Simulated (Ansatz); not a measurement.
## BN (F-43m): refractive index against wavelength

The refractive index of BN (F-43m) below the direct gap (8.83 eV on the mesh) is read from one computed spectrum, n = √(Re ε).

It takes space group F-43m (No. 216, cubic). The conventional cell has a = 3.615 Å, b = 3.615 Å, c = 3.615 Å, α = 90.00°, β = 90.00°, γ = 90.00°. N on site c has 4 B at 1.57 Å as nearest neighbours. B on site a is surrounded by 4 N at 1.57 Å.

Method: Ansatz 0.2.0, PBE, independent particles, k-mesh 16×16×16 with interpolation inside its cells, Gaussian parameter 0.15 eV.

Launch of the response step: `ansatz run input.yaml --threads 4 --pin off --max-ram 8192MiB --backend cpu --events-out ev --progress --plain --runs-dir out`. The run took 4 s, on 4 threads of Arm Neoverse N1, with other jobs on the host.

```
wavelength (nm)  photon energy E (eV)       n
            532                 2.331  2.2008
            450                 2.755  2.2137
            405                 3.061  2.2246
            365                 3.397  2.2382
            308                 4.025  2.2691
            266                 4.661       ?
            248                 4.999  2.3334
```

In the single-oscillator model n² − 1 = E₀E_d/(E₀² − E²), so 1/(n² − 1) = E₀/E_d − E²/(E₀E_d) is linear in E².

Working, on the rows shown:

| x = E² (eV²) | y = 1/(n² − 1) |
| --- | --- |
| 5.43137 | 0.260178 |
| 7.59115 | 0.25638 |
| 9.37179 | 0.253239 |
| 11.5384 | 0.249405 |
| 16.2043 | 0.241033 |
| 24.9936 | 0.224984 |

Means: x̄ = 12.522, ȳ = 0.24754. Σ(x − x̄)(y − ȳ) = -0.4583, Σ(x − x̄)² = 254.6. Slope = -0.4583 / 254.6 = -0.0018; intercept = ȳ − slope · x̄ = 0.27008. Turned back into n, the line misses the rows shown by at most 0.00047.

**Question.** Predict the last column of the withheld row from the fit.

**Answer.** At x = 21.725 the line gives y = 0.23097, that is 2.3086. The run gave 2.3085, so the interpolation is off by 8.7e-05, 0.1 % of the range in the table.

Refitted with all rows, the slope is -0.0018 and the intercept 0.27007. These give E₀ = √(intercept/−slope) = 12.25 eV and E_d = E₀/intercept = 45.4 eV; E₀ is 1.4 times the direct gap. The electronic limit at long wavelengths, without lattice vibrations, is n = √(1 + 1/intercept) = 2.169. Excitons are left out and so are local fields; PBE gaps are as a rule too small.

[Logs are printed without paths, hosts, clocks, repeated set-up lines and the standing remarks that a program may print on its own settings, such as how far it seeks lower states.]
